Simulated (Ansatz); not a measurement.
# Dielectric function and optical constants of La3InP (model structure)

What colour and refractive index does La3InP (model structure) have at this level of theory? The cell was made here by substitution or stacking, whether or not such a phase is known. It was built so: All N replaced by P and Sc replaced by La in the Pm-3m structure of Sc3InN.

Program: Ansatz 0.2.0. Level of theory: DFT, PBE, plane-wave PAW, default files, scalar-relativistic, independent-particle optical response without local fields. Results are calculated unless marked as measured.

Report form: the programs' logs are mostly left out.

**1. The starting structure**

It takes space group Pm-3m (No. 221, cubic). The conventional cell has a = 5.262 Å, b = 5.262 Å, c = 5.262 Å, α = 90.00°, β = 90.00°, γ = 90.00°. Nearest to La lie 2 P at 2.63 Å and 4 In at 3.72 Å and 8 La at 3.72 Å. Nearest to In lie 12 La at 3.72 Å. Nearest to P lie 6 La at 2.63 Å. All N replaced by P and Sc replaced by La in the Pm-3m structure of Sc3InN. Farther neighbours are not listed.

**2. Relaxation**

The structure was built or cut out here, so it is relaxed before any spectrum is computed.

This step: DFT, PBE, plane-wave PAW, default files, scalar-relativistic, relaxation (Ansatz 0.2.0).

Contents of input.yaml:

```yaml
crystal:
  lattice:
    - [5.26216523, 0.0, 0.0]
    - [0.0, 5.26216523, 0.0]
    - [0.0, 0.0, 5.26216523]
  atoms:
    - { symbol: La, position: [0.5, 0.0, 0.5] }
    - { symbol: La, position: [0.0, 0.5, 0.5] }
    - { symbol: La, position: [0.5, 0.5, 0.0] }
    - { symbol: In, position: [0.0, 0.0, 0.0] }
    - { symbol: P, position: [0.5, 0.5, 0.5] }
kpoints:
  mp_grid: { grid: [4, 4, 4] }
scf:
  occupations: { method: fermi_dirac, width: 0.05 }
hamiltonian:
  xc: pbe
  pseudopotentials: { kind: paw }
output:
  forces: true
  stress: true
relax:
  f_tol: 0.02
  max_steps: 50
  cell: {}
```

The run is started by

```bash
$ ansatz run input.yaml --threads 2 --pin off --max-ram 5120MiB --backend cpu --events-out ev --progress --plain --runs-dir out
```

Elapsed: 9.2 s, on 2 threads of Arm Neoverse V2, shared host; peak memory 0.47 GiB; 18 s of CPU time.

The steps of the relaxation:

```csv
step,energy less that of the first step (eV),largest force component (eV/Å),pressure (GPa),volume (Å³)
1,0.0000,0.0000,12.77,145.71
2,-0.9807,0.0000,2.34,168.08
3,-1.0317,0.0000,0.46,174.07
4,-1.0339,0.0000,-0.04,175.84
5*,-1.0389,0.0000,0.01,175.84
```

Relaxation steps marked * repeat the geometry before them on a plane-wave basis chosen anew for their cell, so energy and pressure can jump there.

Forces are held to the 48 operations that the run works with; a distortion that breaks them can't arise in this run.

| conventional cell, symmetrised | before | after | change |
| --- | --- | --- | --- |
| a (Å) | 5.262 | 5.602 | +6.5 % |
| b (Å) | 5.262 | 5.602 | +6.5 % |
| c (Å) | 5.262 | 5.602 | +6.5 % |
| volume (Å³/atom) | 29.14 | 35.17 | +20.7 % |

The relaxed structure:

```xyz
5
Lattice="5.6024 0.0000 0.0000 0.0000 5.6024 0.0000 0.0000 0.0000 5.6024" Properties=species:S:1:pos:R:3 pbc="T T T"
La    2.8012    0.0000    2.8012
La    0.0000    2.8012    2.8012
La    2.8012    2.8012    0.0000
In    0.0000    0.0000    0.0000
P     2.8012    2.8012    2.8012
```

The relaxation ends with a pressure of 0.01 GPa.

**3. Ground state and bands**

The self-consistent density comes first; it also tells whether there is a gap, which decides the occupations and the need for a Drude term.

This step: DFT, PBE, plane-wave PAW, default files, scalar-relativistic, ground state (Ansatz 0.2.0).

Contents of input.yaml:

```yaml
crystal:
  lattice:
    - [5.6023883336, 0.0, 0.0]
    - [0.0, 5.6023883336, 0.0]
    - [0.0, 0.0, 5.6023883336]
  atoms:
    - { symbol: La, position: [0.5, 0.0, 0.5] }
    - { symbol: La, position: [0.0, 0.5, 0.5] }
    - { symbol: La, position: [0.5, 0.5, 0.0] }
    - { symbol: In, position: [0.0, 0.0, 0.0] }
    - { symbol: P, position: [0.5, 0.5, 0.5] }
kpoints:
  mp_grid: { grid: [4, 4, 4] }
  band_path:
    path:
      - [[0.0, 0.0, 0.0], [0.0, 0.5, 0.0], [0.5, 0.5, 0.0], [0.0, 0.0, 0.0], [0.5, 0.5, 0.5], [0.0, 0.5, 0.0]]
      - [[0.5, 0.5, 0.0], [0.5, 0.5, 0.5]]
    npoints: 11
scf:
  occupations: { method: fermi_dirac, width: 0.05 }
  n_extra_bands: 9
hamiltonian:
  xc: pbe
  pseudopotentials: { kind: paw }
output:
  forces: true
  stress: true
  populations: true
  write_bands: true
  write_density: true
  write_potential: true
  elf: true
  volumetric_format: npy
```

The job ended after 8 s (2 threads; peak memory 0.54 GiB).

Numbers from this step:

```
free energy         : -25107.3773 eV
Fermi energy        : 8.832 eV
electrons           : 51
symmetry operations : 48
pressure            : 0.01444 GPa
volume              : 175.8 Å³
gap on the path     : 0 eV
```

There are states at the Fermi level within the smearing, so the occupations stay smeared and the carriers get a Drude term. The cell is left with a pressure of 0.0 GPa after its relaxation.

The electronic bands at the labelled points (eV, zero at the Fermi level; # counts the bands kept):

```
          point     #5     #6     #7     #8     #9    #10   #11   #12
              Γ  -1.21  -0.76  -0.76  -0.76  -0.38  -0.38  0.81  0.81
0.55 of the way  -1.50  -1.20  -0.66  -0.48  -0.48   0.10  0.74  0.88
              X  -1.62  -1.62  -0.56  -0.49  -0.49   0.69  1.20  1.28
0.55 of the way  -1.87  -1.37  -0.74  -0.59   0.06   0.70  0.74  1.17
              M  -2.00  -0.95  -0.95  -0.68   0.56   0.56  1.18  1.18
0.55 of the way  -1.67  -0.97  -0.69  -0.53  -0.29   0.00  0.57  0.79
              Γ  -1.21  -0.76  -0.76  -0.76  -0.38  -0.38  0.81  0.81
0.45 of the way  -2.50  -1.09  -0.46  -0.46   0.01   0.01  0.54  1.27
              R  -3.99   0.08   0.08   0.08   0.92   0.92  0.92  1.35
0.45 of the way  -3.03  -0.93  -0.80  -0.14   0.47   0.77  0.93  1.23
              X  -1.62  -1.62  -0.56  -0.49  -0.49   0.69  1.20  1.28
      jump to M  -2.00  -0.95  -0.95  -0.68   0.56   0.56  1.18  1.18
0.45 of the way  -2.90  -0.64  -0.64  -0.37   0.79   0.79  1.16  1.24
              R  -3.99   0.08   0.08   0.08   0.92   0.92  0.92  1.35
```

Electrostatic potential energy in the ac plane at fractional y = 0.500, with atoms of La and P within 0.2 Å of it. With pseudopotentials it is smooth inside the atoms' cores, unlike the true potential.

Ten even steps from '0' (-40 eV) to '9' (12 eV), each cell a mean:
```
9999850130278999
9999873101589999
9999987546789999
8899998888999998
6789999888999887
1368998656899752
1037884001688610
5126872000588403
3027883000688511
0158986324898730
4678998878999875
8889999888999988
9999988767899999
9999875223689999
9999861010378999
9999840351168999
```
Atoms in or near the plane, at fractional coordinates: La at (0.00, 0.50), La at (0.50, 0.00), P at (0.50, 0.50).

ELF in the ac plane at fractional y = 0.500, with atoms of La and P within 0.2 Å of it. It is the smooth field of the valence electrons, not physical close to the nuclei.

Ten even steps from '_' (0.01) to '@' (0.83), each cell a mean:
```
==--..__--@@@@==::##@@**....::==
::::..__..**@@@@%%@@%%==____..::
..________::++######==..______..
....____..::::------::....____..
##++::..::++**********==....==**
@@@@##::--%%@@@@@@@@@@**::==%%@@
++%%@@==--%%@@==--##@@**--##@@##
__++@@++--%%##____--@@**--##%%::
::##@@++--%%%%::__==@@**--##@@==
%%@@%%----%%@@%%##@@@@**::++@@@@
@@%%==..--##%%%%%%%%%%++::::**@@
--::..__..------------::..__..--
__________..--++++==::..________
......__..==%%@@@@@@##::____....
==--..__::%%@@##++%%@@++..__::--
++==..__--@@%%::__++@@##....::==
```
Atoms in or near the plane, at fractional coordinates: La at (0.00, 0.50), La at (0.50, 0.00), P at (0.50, 0.50).

**4. Spectrum**

With the density converged, the vertical transitions are summed over the zone.

This step: DFT, PBE, plane-wave PAW, default files, scalar-relativistic, independent-particle optical response without local fields (Ansatz 0.2.0).

input.yaml, the sections that differ from step 3:

```yaml
kpoints:
  mp_grid: { grid: [5, 5, 5] }
scf:
  occupations: { method: fermi_dirac, width: 0.1 }
output:
  optics:
    e_range: [0, 40]
    de: 0.05
    sigma: 0.2
    drude_damping: 0.2
    nscf_kmesh: { grid: [6, 6, 6] }
    bands: auto
# crystal, hamiltonian: as in step 3
```

The job ended after 2.3 min (2 threads; peak memory 2 GiB).

This step gave:

| Quantity | Value |
| --- | --- |
| main peak of the optical conductivity above 1 eV, first axis | 19.52 eV |
| centre of weight of the strongest loss peak in the window | 24.45 eV |
| Drude plasma energy, first axis | 2.692 eV |
| bands summed | 137 |
| spectra valid up to | 29.13 eV |
| program's estimate of the k-sum error in Im epsilon | 0.14 % |
| electrons in the f-sum | 45.43 |

The Im ε, any direction has structure finer than the step of the table below, so its rows give means over 0.5 eV, whole bins alone (the curve runs from 0.3 to 27.1 eV). Peaks (eV: height): 1.05: 36.1.

The Im ε, any direction by photon energy; means over each step:

```csv
photon energy (eV),"Im ε, any direction"
1.0,33.7
1.5,23.4
2.0,13.1
2.5,9.32
3.0,11.5
3.5,10.3
4.0,7.15
4.5,6.17
5.0,4.70
5.5,3.47
6.0,2.49
6.5,2.78
7.0,3.03
7.5,2.17
8.0,1.83
8.5,1.39
9.0,1.17
9.5,0.970
10.0,0.968
10.5,0.689
11.0,0.535
11.5,0.464
12.0,0.583
12.5,0.463
13.0,0.311
13.5,0.401
14.0,0.354
14.5,0.388
15.0,0.414
15.5,0.199
16.0,0.196
16.5,0.707
17.0,1.50
17.5,1.75
18.0,1.79
18.5,1.57
19.0,2.04
19.5,2.69
20.0,1.09
20.5,0.688
21.0,1.24
21.5,1.56
22.0,1.05
22.5,0.830
23.0,0.554
23.5,0.449
24.0,0.453
24.5,0.494
25.0,0.376
25.5,0.324
26.0,0.294
26.5,0.277
```

Table of Re ε, any direction by photon energy:

```csv
photon energy (eV),"Re ε, any direction"
0.5,9.66
1.0,12.9
1.5,-3.82
2.0,-3.38
2.5,0.627
3.0,2.32
3.5,-3.35
4.0,-2.15
4.5,-2.81
5.0,-2.56
5.5,-2.25
6.0,-1.60
6.5,-0.261
7.0,-1.03
7.5,-1.26
8.0,-1.11
8.5,-0.738
9.0,-0.609
9.5,-0.330
10.0,-0.249
10.5,-0.156
11.0,0.0655
11.5,0.331
12.0,0.465
12.5,0.411
13.0,0.627
13.5,0.839
14.0,0.853
14.5,1.08
15.0,0.974
15.5,1.23
16.0,1.69
16.5,2.21
17.0,2.17
17.5,1.64
18.0,1.09
18.5,1.19
19.0,1.17
19.5,0.249
20.0,-0.623
20.5,0.455
21.0,0.708
21.5,0.160
22.0,-0.137
22.5,-0.140
23.0,-0.116
23.5,0.102
24.0,0.292
24.5,0.199
25.0,0.230
25.5,0.277
26.0,0.354
26.5,0.348
27.0,0.397
```

The reflectivity at normal incidence, any direction by photon energy; read off at these points:

photon energy (eV), reflectivity at normal incidence, any direction (%) and a bar:
```
     0.50       56.3 ############################
     1.00       58.8 #############################
     1.25       60.7 ##############################
     1.50       59.1 #############################
     2.00       52.5 ##########################
     2.50       39.1 ###################
     3.00       41.1 ####################
     3.50       50.6 #########################
     4.00       44.2 ######################
     4.50       46.8 #######################
     5.00       45.8 #######################
     5.50       45.3 ######################
     6.00       41.3 ####################
     6.50       25.7 #############
     7.00       33.7 #################
     7.35       40.1 ####################
     7.50       38.5 ###################
     8.00       37.2 ##################
     8.50       33.4 ################
     9.00       32.2 ################
     9.50       26.6 #############
    10.00       23.7 ############
    10.50       24.1 ############
    11.00       16.7 ########
    11.50        7.8 ####
    12.00        5.9 ###
    12.50        6.0 ###
    13.00        2.1 #
    13.50        1.4 
    14.00        1.0 
    14.50        0.8 
    15.00        1.2 
    15.50        0.5 
    16.00        1.8 #
    16.50        4.9 ##
    17.00        8.3 ####
    17.50        8.6 ####
    18.00       10.6 #####
    18.50        8.0 ####
    19.00       11.5 #####
    19.50       22.2 ###########
    19.85       36.2 ##################
    20.00       34.9 #################
    20.50        6.3 ###
    21.00        8.1 ####
    21.50       16.5 ########
    22.00       20.7 ##########
    22.50       22.0 ###########
    23.00       25.1 ############
    23.50       15.7 ########
    24.00        8.8 ####
    24.50       11.8 ######
    25.00       10.9 #####
    25.50        9.2 ####
    26.00        6.7 ###
    26.50        6.9 ###
    27.00        5.4 ##
```

Values under 1 per cm are given as 1. Table of absorption coefficient, any direction by photon energy:

| photon energy (eV) | absorption coefficient, any direction (1/cm) |
| --- | --- |
| 1.00 | 3.6e5 |
| 2.00 | 5.9e5 |
| 3.00 | 6.6e5 |
| 4.00 | 8.8e5 |
| 5.00 | 1.0e6 |
| 6.00 | 9.1e5 |
| 7.00 | 1.0e6 |
| 8.00 | 1.0e6 |
| 9.00 | 8.9e5 |
| 10.00 | 8.1e5 |
| 11.00 | 5.4e5 |
| 12.00 | 4.7e5 |
| 13.00 | 2.4e5 |
| 14.00 | 2.6e5 |
| 15.00 | 3.3e5 |
| 16.00 | 1.0e5 |
| 17.00 | 8.6e5 |
| 18.00 | 1.3e6 |
| 19.00 | 1.5e6 |
| 20.00 | 1.9e6 |
| 21.00 | 1.3e6 |
| 22.00 | 1.7e6 |
| 23.00 | 1.3e6 |
| 24.00 | 8.5e5 |
| 25.00 | 8.1e5 |
| 26.00 | 6.0e5 |
| 27.00 | 4.3e5 |

Table of refractive index n and extinction k by photon energy:

```
photon energy (eV)      n       k
                 1   5.04    3.53
                 2   2.23    2.89
                 3   2.64    2.16
                 4   1.60    2.17
                 5   1.17    1.98
                 6  0.815    1.50
                 7   1.05    1.46
                 8  0.721    1.28
                 9  0.592   0.980
                10  0.628   0.802
                11  0.549   0.486
                12  0.785   0.390
                13  0.812   0.182
                14  0.941   0.183
                15   1.01   0.217
                16   1.30  0.0640
                17   1.56   0.502
                18   1.27   0.728
                19   1.32   0.763
                20  0.524   0.947
                21   1.03   0.602
                22  0.655   0.752
                23  0.462   0.574
                24  0.643   0.348
                25  0.576   0.319
                26  0.637   0.229
                27  0.649   0.157
```

Optical constants at common wavelengths, from n + ik = √ε:

| wavelength (nm) | n | k | R (%) | 1/α |
| --- | --- | --- | --- | --- |
| 1550 | 5.16 | 2.960 | 55.8 | 42 nm |
| 633 | 2.29 | 2.963 | 53.3 | 17 nm |
| 450 | 2.47 | 1.971 | 38.0 | 18 nm |
| 405 | 2.66 | 2.266 | 42.6 | 14 nm |
| 365 | 2.12 | 2.704 | 50.2 | 11 nm |
| 308 | 1.60 | 2.158 | 43.9 | 11 nm |
| 248 | 1.17 | 1.979 | 45.8 | 10.0 nm |

A polished face would reflect 46 % of daylight and look faintly orange (CIE x = 0.340, y = 0.345 under D65).

**5. Summary of results**

| Property | Result |
| --- | --- |
| gap on the path | 0 eV |
| main peak of the optical conductivity above 1 eV, first axis | 19.5 eV |
| Drude plasma energy, first axis | 2.69 eV |
| centre of weight of the strongest loss peak in the window, first axis | 24.4 eV |

At this level (PBE, independent particles) La3InP is a metal with a Drude plasma energy of 2.7 eV; it reflects 45 % at 550 nm. The cell grew by 20.7 % in volume. Along x the bare Drude plasma energy is 2.7 eV; Re ε first rises through zero at 0.40 eV, far lower, because interband transitions screen the carriers. Im ε is 36 there, so the loss peak at that energy is weak. The strongest loss structure up to 27 eV has its centre of weight at 24.4 eV; a free-electron gas of the 45.4 electrons in the f-sum would put its plasmon at 18.9 eV. A polished face would reflect 46 % of daylight and look faintly orange (CIE x = 0.340, y = 0.345 under D65). In the base run ε includes the program's bounded estimate of what the bands above those summed add. The carriers' damping of 0.2 eV is typed, not computed; at 0.8 eV the carriers give 9 % of Im ε along the first axis; the rest comes from the sum over bands, which at low energy also holds close bands and the noise of the mesh. Spin-orbit coupling is left out although heavy atoms are present. The cell grew by 21 % in the relaxation, which can come from the guessed start or, where layers or molecules are weakly bound, from the missing dispersion term; a larger cell lowers ε. The Fermi-Dirac width of 0.1 eV acts as an electron temperature of 1200 K in the carriers' term. Besides steps told in other documents, this task had 1 step that ran out of time; those not told in a step above aren't shown.

[Logs are printed without paths, hosts, clocks, repeated set-up lines and the standing remarks that a program may print on its own settings, such as how far it seeks lower states.]

[Hosts, paths, dates, database ids (printed as entryN), source tags and the programs' standing remarks are cut or masked in the printed files.]
